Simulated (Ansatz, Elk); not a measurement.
# How far do independent atoms describe Na6GeSb?

The structure of Na6GeSb used here is made up (a known structure type with other elements) and was relaxed beforehand with PBE. The aim is the Fourier transform of its all-electron density, F(hkl), set beside the sum over free spherical atoms that refinements use.

Method: DFT, PBE, all-electron APW+lo, Dirac cores, scalar-relativistic bands, static density, no spin, in Elk 11.2.3 (patched build).

The structure was built from a prototype and need not be the compound's stable phase.

## (1) Set-up

It takes space group P-6m2 (No. 187, hexagonal). Conventional cell: a = 5.288 Å, b = 5.288 Å, c = 9.585 Å, α = 90.00°, β = 90.00°, γ = 120.00°. Nearest to Sb lie 11 Na at 3.05 to 3.47 Å. Nearest to Ge lie 11 Na at 3.05 to 3.46 Å. Na has 1 Ge at 3.15 Å and 7 Na at 3.28 to 3.47 Å and 3 Sb at 3.47 Å nearest. Nearest to Na lie 1 Sb at 3.16 Å and 7 Na at 3.27 to 3.46 Å and 3 Ge at 3.46 Å. Na has 3 Sb at 3.05 Å and 6 Na at 3.47 Å nearest. Nearest to Na lie 3 Ge at 3.05 Å and 6 Na at 3.46 Å. Farther neighbours are not listed.

## (2) Ground state and structure factors

An all-electron density is needed, since X-rays see the cores too. Task 0 finds the density and task 195 Fourier-transforms it; tshift is off so that phases refer to the origin typed.

The input, elk.in:

```
tasks
  0
  195

xctype
  20

spinpol
  .false.

rgkmax
  7.0

gmaxvr
  14.0

lmaxo
  7

lmaxapw
  8

swidth
  0.002

tshift
  .false.

ramdisk
  .false.

hmaxvr
  5.5

maxscl
  120

epspot
  1e-06

sppath
  './'

avec
  9.99285387680 -0.00000000000 0.00000000000
  -4.99642693840 8.65406531361 0.00000000000
  0.00000000000 0.00000000000 18.11235777868

atoms
  3
  'Sb.in'
  1
  -0.0000000000 0.0000000000 0.5000000000   0.000000 0.000000 0.000000
  'Ge.in'
  1
  0.6666666667 0.3333333333 -0.0000000000   0.000000 0.000000 0.000000
  'Na.in'
  6
  0.6666666667 0.3333333333 0.3288817537   0.000000 0.000000 0.000000
  -0.0000000000 0.0000000000 0.1704418458   0.000000 0.000000 0.000000
  -0.0000000000 0.0000000000 0.8295581542   0.000000 0.000000 0.000000
  0.6666666667 0.3333333333 0.6711182463   0.000000 0.000000 0.000000
  0.3333333333 0.6666666667 0.5000000000   0.000000 0.000000 0.000000
  0.3333333333 0.6666666667 -0.0000000000   0.000000 0.000000 0.000000

ngridk
  5 5 3
```

Command:

```console
$ OMP_NUM_THREADS=4 elk
```

Numbers of over 12 decimals in the logs are rounded to 6 here.

The log of the run:

```text
┌─────────────────────────┐
│ Elk code version 11.2.3 │
└─────────────────────────┘

All units are atomic (Hartree, Bohr, etc.)

┌─────────────────────────────────────────────────┐
│ Ground-state run starting from atomic densities │
└─────────────────────────────────────────────────┘

Lattice vectors :
   9.992853877      -0.000000000       0.000000000
  -4.996426938       8.654065314       0.000000000
   0.000000000       0.000000000       18.11235778

Reciprocal lattice vectors :
  0.6287678560      0.3630192909      -0.000000000
   0.000000000      0.7260385818      -0.000000000
  -0.000000000      -0.000000000      0.3469004634

Unit cell volume      :    1566.335149
Brillouin zone volume :   0.1583634343

Muffin-tin inner radius fraction :   0.1000000000E-01

Nuclei treated as point charges

Species : 1 (Sb)
 parameters loaded from : Sb.in
 name : antimony
 nuclear charge    :   -51.00000000
 electronic charge :    51.00000000
 atomic mass :    221954.9021
 muffin-tin radius :    2.600000000
 number of radial points in muffin-tin :   1193
 inner part over the whole radius :   0.9886087340E-02
 number on inner part of muffin-tin    :    850
 approximate nuclear radius :   0.8886795689E-04
 number of mesh points to nuclear radius :    429
 atomic positions (lattice), magnetic fields (Cartesian) :
  1 :   0.00000000  0.00000000  0.50000000    0.00000000  0.00000000  0.00000000

Species : 2 (Ge)
 parameters loaded from : Ge.in
 name : germanium
 nuclear charge    :   -32.00000000
 electronic charge :    32.00000000
 atomic mass :    132414.6196
 muffin-tin radius :    2.400000000
 number of radial points in muffin-tin :    993
 inner part over the whole radius :   0.9906635991E-02
 number on inner part of muffin-tin    :    702
 approximate nuclear radius :   0.7637961215E-04
 number of mesh points to nuclear radius :    340
 atomic positions (lattice), magnetic fields (Cartesian) :
  1 :   0.66666667  0.33333333  0.00000000    0.00000000  0.00000000  0.00000000

Species : 3 (Na)
 parameters loaded from : Na.in
 name : sodium
 nuclear charge    :   -11.00000000
 electronic charge :    11.00000000
 atomic mass :    41907.78703
 muffin-tin radius :    2.200000000
 number of radial points in muffin-tin :    793
 inner part over the whole radius :   0.9883648912E-02
 number on inner part of muffin-tin    :    551
 approximate nuclear radius :   0.5574345702E-04
 number of mesh points to nuclear radius :    238
 atomic positions (lattice), magnetic fields (Cartesian) :
  1 :   0.66666667  0.33333333  0.32888175    0.00000000  0.00000000  0.00000000
  2 :   0.00000000  0.00000000  0.17044185    0.00000000  0.00000000  0.00000000
  3 :   0.00000000  0.00000000  0.82955815    0.00000000  0.00000000  0.00000000
  4 :   0.66666667  0.33333333  0.67111825    0.00000000  0.00000000  0.00000000
  5 :   0.33333333  0.66666667  0.50000000    0.00000000  0.00000000  0.00000000
  6 :   0.33333333  0.66666667  0.00000000    0.00000000  0.00000000  0.00000000

Total number of atoms per unit cell :    8
Total muffin-tin volume :    399.1414410
 ratio of muffin-tin to unit cell volume :   0.2548250553

Spin treatment :
 spin-unpolarised

Number of Bravais lattice symmetries :   24
Number of crystal symmetries         :   12
Crystal has no inversion symmetry
Complex Hermitian eigensolver will be used

k-point grid :      5     5     3
k-point offset :    0.000000000       0.000000000       0.000000000
k-point set is reduced with full crystal symmetry group
Total number of k-points :       14

Muffin-tin radius times maximum |G+k| :    7.000000000
 using average radius
Maximum |G+k| for APW functions       :    3.076923077
Maximum (1/2)|G+k|²                   :    4.733727811
Maximum |G| for potential and density :    14.00000000
Constant for pseudocharge density :    9
 order of it for each species :   16  16  16
 order of it for pair densities of each species (exact exchange by exxq0 0: 17) :   13  11   9
Radial integration step length :    1

[...]
electron entropic           :    -0.10547652344481E-02
 total energy                :     -9560.3572960638

Density of states at Fermi energy :    76.08926399
 (states/Hartree/unit cell)

Estimated indirect band gap :   0.6219316901E-02
 from k-point 1 to k-point 10
Estimated direct band gap   :   0.1144885021E-01
 at k-point 10

Charges :
 core                        :    66.00000000
 valence                     :    83.00000000
 interstitial                :    8.928663128
 muffin-tins (core leakage)
  species : 1 (Sb)
[...]
species : 2 (Ge)
[...]
species : 3 (Na)
[...]
total in muffin-tins        :    140.0713369
 total calculated charge     :    148.9988358
 total charge                :    149.0000000
 error                       :   0.1164229800E-02

RMS change in Kohn-Sham potential (target) :   0.7381575144     (  0.1000000000E-05)
Absolute change in total energy (target)   :    2.247691744     (  0.1000000000E-03)

[... loops 3 to 15 left out ...]

┌──────────────────┐
│ Loop number : 16 │
└──────────────────┘

Energies :
 Fermi                       :     0.46171777605952E-01
 sum of occupied eigenvalues :     -5650.8081442515
 electron kinetic            :      9960.1147108608
 core electron kinetic       :      9357.5148715643
 Coulomb                     :     -19180.777193651
 Coulomb potential           :     -15173.163012954
 nuclear-nuclear             :     -852.67631255227
 electron-nuclear            :     -21496.388477514
 Hartree                     :      3168.2875964153
 Madelung                    :     -11594.195687174
 xc potential                :     -437.75984215819
 exchange                    :     -330.07677153099
 correlation                 :     -6.659422
 electron entropic           :    -0.12839011153543E-02
 total energy                :     -9557.3999599806

Density of states at Fermi energy :    97.97122849
 (states/Hartree/unit cell)

Estimated indirect band gap :   0.2112107590E-02
 from k-point 11 to k-point 4
Estimated direct band gap   :   0.1033011917E-01
 at k-point 1

Charges :
 core                        :    66.00000000
 valence                     :    83.00000000
 interstitial                :    9.269076723
 muffin-tins (core leakage)
  species : 1 (Sb)
[...]
species : 2 (Ge)
[...]
species : 3 (Na)
[...]
total in muffin-tins        :    139.7309233
 total calculated charge     :    148.9988621
 total charge                :    149.0000000
 error                       :   0.1137912832E-02

RMS change in Kohn-Sham potential (target) :   0.5735107389E-07 (  0.1000000000E-05)
Absolute change in total energy (target)   :   0.3198934610E-04 (  0.1000000000E-03)

Convergence targets achieved

┌──────────────────┐
│ Loop number : 17 │
└──────────────────┘

Energies :
 Fermi                       :     0.46171810420031E-01
 sum of occupied eigenvalues :     -5650.8081413629
 electron kinetic            :      9960.1147141640
 core electron kinetic       :      9357.5148727916
 Coulomb                     :     -19180.777195243
 Coulomb potential           :     -15173.163012463
 nuclear-nuclear             :     -852.67631255227
 electron-nuclear            :     -21496.388481019
 Hartree                     :      3168.2875983281
 Madelung                    :     -11594.195689012
 xc potential                :     -437.75984306366
 exchange                    :     -330.07677158545
 correlation                 :     -6.659422
 electron entropic           :    -0.12839004671129E-02
 total energy                :     -9557.3999583194

Density of states at Fermi energy :    97.97117830
 (states/Hartree/unit cell)

Estimated indirect band gap :   0.2112106508E-02
 from k-point 11 to k-point 4
Estimated direct band gap   :   0.1033013954E-01
 at k-point 1

Charges :
 core                        :    66.00000000
 valence                     :    83.00000000
 interstitial                :    9.269076754
 muffin-tins (core leakage)
  species : 1 (Sb)
[...]
species : 2 (Ge)
[...]
species : 3 (Na)
[...]
atom 4                    :    10.04436239     ( -0.9715865312E-07)
   atom 5                    :    10.07205640     ( -0.9715865712E-07)
   atom 6                    :    10.06363241     ( -0.9715865579E-07)
 total in muffin-tins        :    139.7309232
 total calculated charge     :    148.9988621
 total charge                :    149.0000000
 error                       :   0.1137912793E-02

┌──────────────────────────────┐
│ Self-consistent loop stopped │
└──────────────────────────────┘

Warning : core states of species 1 leak from the muffin-tin :   0.7861741543E-03

Warning : core states of species 2 leak from the muffin-tin :   0.3287335735E-03

Wrote STATE.OUT
```

Elapsed: 2.1 min, on 4 threads of Arm Neoverse V1, shared host; peak memory 0.34 GiB; 5.9 min of CPU time.

SFACRHO.OUT:

```text

h k l indices transformed by vhmat matrix:
   1.000000000       0.000000000       0.000000000    
   0.000000000       1.000000000       0.000000000    
   0.000000000       0.000000000       1.000000000    

      h      k      l  multipl.   |H|            Re(F)            Im(F)           |F|

      0      0      0      1   0.0000000       149.00000      0.41038655E-16   149.00000    
      0      0      1      2  0.34690046      -18.563341     -0.98736487E-14   18.563341    
      0      0     -2      2  0.69380093       75.348981     -0.10021345E-13   75.348981    
      0      1      0      3  0.72603858       32.301600       25.587553       41.208206    
     -1      1      0      3  0.72603858       32.301600      -25.587553       41.208206    
     -1      1     -1      6  0.80465642      -47.095503      -17.268349       50.161562    
     -1      0     -1      6  0.80465642      -47.095503       17.268349       50.161562    
      1     -1     -2      6   1.0042369       16.511287     -0.33013207       16.514587    
     -1      1      2      6   1.0042369       16.511287      0.33013207       16.514587    
      0      0      3      2   1.0407014      -16.536586     -0.95787779E-13   16.536586    
     -1     -1      0      6   1.2575357       118.09118      0.64891421E-13   118.09118    
      1      0      3      6   1.2689332      -79.453380      -36.846741       87.581516    
     -1      0     -3      6   1.2689332      -79.453380       36.846741       87.581516    
      1     -2     -1     12   1.3045060      -15.357662      0.11019639E-07   15.357662    
      0      0     -4      2   1.3876019       68.362897     -0.32230686E-13   68.362897    
     -1      2     -2     12   1.4362297       63.293205      0.17579584E-10   63.293205    
     -2      0      0      3   1.4520772       27.320179      -21.486207       34.757004    
     -2      2      0      3   1.4520772       27.320179       21.486207       34.757004
```

Elk indexes on the primitive cell of elk.in and gives |H| = 4π sin θ/λ in inverse bohr. Below, one row stands for each form hkl of the conventional cell (m members, Friedel mates merged), F is for one primitive cell and the density is static (no thermal factor). Free-atom factors are Waasmaier and Kirfel's, and R is Σm||F|−|F'||/Σm|F|.

| hkl | m | sin θ/λ (Å⁻¹) | abs F, DFT | neutral atoms | diff. | abs of complex diff. |
| --- | --- | --- | --- | --- | --- | --- |
| 001 | 2 | 0.052 | 18.563 | 18.523 | +0.041 | 0.041 |
| 002 | 2 | 0.104 | 75.349 | 74.644 | +0.705 | 0.705 |
| 100 | 6 | 0.109 | 41.208 | 40.842 | +0.367 | 0.386 |
| 101 | 12 | 0.121 | 50.162 | 49.757 | +0.404 | 0.409 |
| 102 | 12 | 0.151 | 16.515 | 16.458 | +0.056 | 0.072 |
| 003 | 2 | 0.157 | 16.537 | 16.431 | +0.106 | 0.106 |
| 110 | 6 | 0.189 | 118.091 | 118.517 | -0.426 | 0.426 |
| 103 | 12 | 0.191 | 87.582 | 87.965 | -0.383 | 0.385 |
| 111 | 12 | 0.196 | 15.358 | 15.423 | -0.065 | 0.065 |
| 004 | 2 | 0.209 | 68.363 | 68.712 | -0.349 | 0.349 |
| 112 | 12 | 0.216 | 63.293 | 63.566 | -0.273 | 0.273 |
| 200 | 6 | 0.218 | 34.757 | 34.889 | -0.132 | 0.132 |
| 201 | 12 | 0.225 | 42.862 | 43.020 | -0.159 | 0.159 |
| 104 | 12 | 0.235 | 15.691 | 15.670 | +0.021 | 0.097 |
| 202 | 12 | 0.242 | 14.631 | 14.631 | +0.000 | 0.008 |
| 113 | 12 | 0.245 | 14.443 | 14.403 | +0.040 | 0.040 |
| 005 | 2 | 0.261 | 14.436 | 14.321 | +0.115 | 0.115 |
| 203 | 12 | 0.269 | 77.607 | 77.882 | -0.275 | 0.280 |
| 114 | 12 | 0.282 | 61.590 | 61.794 | -0.204 | 0.204 |
| 105 | 12 | 0.283 | 36.704 | 36.790 | -0.086 | 0.108 |
| 210 | 12 | 0.289 | 31.476 | 31.527 | -0.052 | 0.081 |
| 211 | 24 | 0.293 | 39.331 | 39.394 | -0.063 | 0.071 |

## (3) The highest occupied states alone

An energy window below the Fermi level keeps the highest occupied states, to see at which angles they scatter; shallow core shells can lie inside it and anion s states outside. No new self-consistency is needed.

elk.in, as its differences from that of step 2:

```diff
@@ -1,3 +1,2 @@
 tasks
-  0
   195
@@ -40,2 +39,5 @@
 
+wsfac
+  -0.321320 0.346170
+
 sppath
```

Command:

```console
$ OMP_NUM_THREADS=4 elk
```

The log of the run:

```text
┌─────────────────────────────────┐
│ Elk code version 11.2.3 started │
└─────────────────────────────────┘

Info(readinput): the functional depends on the density's gradient
 muffin-tin radial points multiplied by    2.00000
 (not where nrmtscf is given)

┌────────────────────┐
│ Current task : 195 │
└────────────────────┘

Info(sfacrho): density structure factors written to SFACRHO.OUT

 Energy window :  -0.3213200000      0.3461700000

┌──────────────────┐
│ Elk code stopped │
└──────────────────┘
```

Run time: 36 s. Hardware: 4 threads; peak memory 0.23 GiB.

States within 10 eV below the Fermi level hold 15.00 electrons; any levels below the window count with the cores. Their amplitudes can exceed the total, where window and core parts have opposite phase:

| hkl | sin θ/λ (Å⁻¹) | abs F, window | abs F, all |
| --- | --- | --- | --- |
| 001 | 0.052 | 0.836 | 18.563 |
| 002 | 0.104 | 5.525 | 75.349 |
| 100 | 0.109 | 2.692 | 41.208 |
| 101 | 0.121 | 3.637 | 50.162 |
| 102 | 0.151 | 1.217 | 16.515 |
| 003 | 0.157 | 0.139 | 16.537 |
| 110 | 0.189 | 0.798 | 118.091 |
| 103 | 0.191 | 0.612 | 87.582 |
| 111 | 0.196 | 0.191 | 15.358 |
| 004 | 0.209 | 0.349 | 68.363 |

## (4) Another functional

The difference from free atoms is small, so it is set against the change that PBEsol makes.

elk.in, as its differences from that of step 3:

```diff
@@ -1,2 +1,3 @@
 tasks
+  0
   195
@@ -4,3 +5,3 @@
 xctype
-  20
+  22
 
@@ -39,5 +40,2 @@
 
-wsfac
-  -0.321320 0.346170
-
 sppath
```

Command:

```console
$ OMP_NUM_THREADS=4 elk
```

The log of the run:

```text
┌─────────────────────────┐
│ Elk code version 11.2.3 │
└─────────────────────────┘

All units are atomic (Hartree, Bohr, etc.)

┌─────────────────────────────────────────────────┐
│ Ground-state run starting from atomic densities │
└─────────────────────────────────────────────────┘

Lattice vectors :
   9.992853877      -0.000000000       0.000000000
  -4.996426938       8.654065314       0.000000000
   0.000000000       0.000000000       18.11235778

Reciprocal lattice vectors :
  0.6287678560      0.3630192909      -0.000000000
[...]
species : 3 (Na)
[...]
atom 5                    :    10.07050896     ( -0.9715865534E-07)
   atom 6                    :    10.06174237     ( -0.9715865579E-07)
 total in muffin-tins        :    139.7250190
 total calculated charge     :    148.9988479
 total charge                :    149.0000000
 error                       :   0.1152092610E-02

┌──────────────────────────────┐
│ Self-consistent loop stopped │
└──────────────────────────────┘

Warning : core states of species 1 leak from the muffin-tin :   0.7942599731E-03

Warning : core states of species 2 leak from the muffin-tin :   0.3328813481E-03

Wrote STATE.OUT
[key lines of the parts left out:]
total energy                :     -9550.7379583979
```

Wall time 2 min (4 threads); peak memory 0.35 GiB.

Against the first run R = 0.03 %; the largest change is -0.047 at 306.

## (5) Basis size

The basis and the expansions that go with it are enlarged, to see whether the differences are converged.

elk.in, as its differences from that of step 4:

```diff
@@ -5,3 +5,3 @@
 xctype
-  22
+  20
 
@@ -11,12 +11,12 @@
 rgkmax
-  7.0
+  8.5
 
 gmaxvr
-  14.0
+  18.0
 
 lmaxo
-  7
+  9
 
 lmaxapw
-  8
+  10
```

Command:

```console
$ OMP_NUM_THREADS=4 elk
```

The log of the run:

```text
┌─────────────────────────┐
│ Elk code version 11.2.3 │
└─────────────────────────┘

All units are atomic (Hartree, Bohr, etc.)

┌─────────────────────────────────────────────────┐
│ Ground-state run starting from atomic densities │
└─────────────────────────────────────────────────┘

Lattice vectors :
   9.992853877      -0.000000000       0.000000000
  -4.996426938       8.654065314       0.000000000
   0.000000000       0.000000000       18.11235778

Reciprocal lattice vectors :
  0.6287678560      0.3630192909      -0.000000000
[...]
species : 3 (Na)
[...]
atom 5                    :    10.07316991     ( -0.9715865446E-07)
   atom 6                    :    10.06470092     ( -0.9715865890E-07)
 total in muffin-tins        :    139.7428697
 total calculated charge     :    148.9988880
 total charge                :    149.0000000
 error                       :   0.1112039529E-02

┌──────────────────────────────┐
│ Self-consistent loop stopped │
└──────────────────────────────┘

Warning : core states of species 1 leak from the muffin-tin :   0.7861064504E-03

Warning : core states of species 2 leak from the muffin-tin :   0.3285557695E-03

Wrote STATE.OUT
[key lines of the parts left out:]
total energy                :     -9557.4129721285
```

Run time: 7.6 min. Hardware: 4 threads; peak memory 0.88 GiB.

Against the first run R = 0.00 %; the largest change is -0.006 at 306.

## (6) Settings against the effect

| run | R against the first run (%) | R against neutral atoms, low angle (%) | wall time |
| --- | --- | --- | --- |
| PBE, rgkmax 7 | 0.00 | 0.38 | 2.1 min |
| PBEsol | 0.03 | 0.39 | 2 min |
| rgkmax 8.5 with larger expansions | 0.00 | 0.39 | 7.6 min |

## (7) Summary of results

| Quantity | Value |
| --- | --- |
| R against neutral atoms, sin θ/λ < 0.3 Å⁻¹ | 0.38 % |
| R against neutral atoms, 0.3 to 0.66 Å⁻¹ | 0.12 % |

Independent neutral atoms miss the calculated amplitudes by R = 0.38 % below 0.3 Å⁻¹ and 0.12 % from there to 0.66 Å⁻¹; by shells, 0.82 % below 0.15 Å⁻¹ (4 forms), 0.33 % 0.15 to 0.3 (18 forms), 0.17 % 0.3 to 0.45 (37 forms), 0.10 % above 0.45 (90 forms). Bonding, aspherical density and the tables' own atoms all enter these figures, and the runs don't part them. The largest change of an amplitude is +0.71 electrons, at 002. R counts amplitudes alone; phases shift too. The window's part falls from 15.0 electrons at the origin to at most 0.25 between 0.45 and 0.66 Å⁻¹. Below 0.3 Å⁻¹ the changes that finished (PBEsol and rgkmax 8.5 with larger expansions) move F by R = 0.01 % at most, against the 0.38 % that separates it from free atoms. The k-mesh has no finished test. Part of the difference isn't bonding: the tables are fits to free atoms and ions calculated by other methods than this functional. Thermal motion, anomalous dispersion and extinction are left out.

[Logs are printed without paths, hosts, clocks, repeated set-up lines and the standing remarks that a program may print on its own settings, such as how far it seeks lower states.]

[Hosts, paths, dates, database ids (printed as entryN), source tags and the programs' standing remarks are cut or masked in the printed files.]
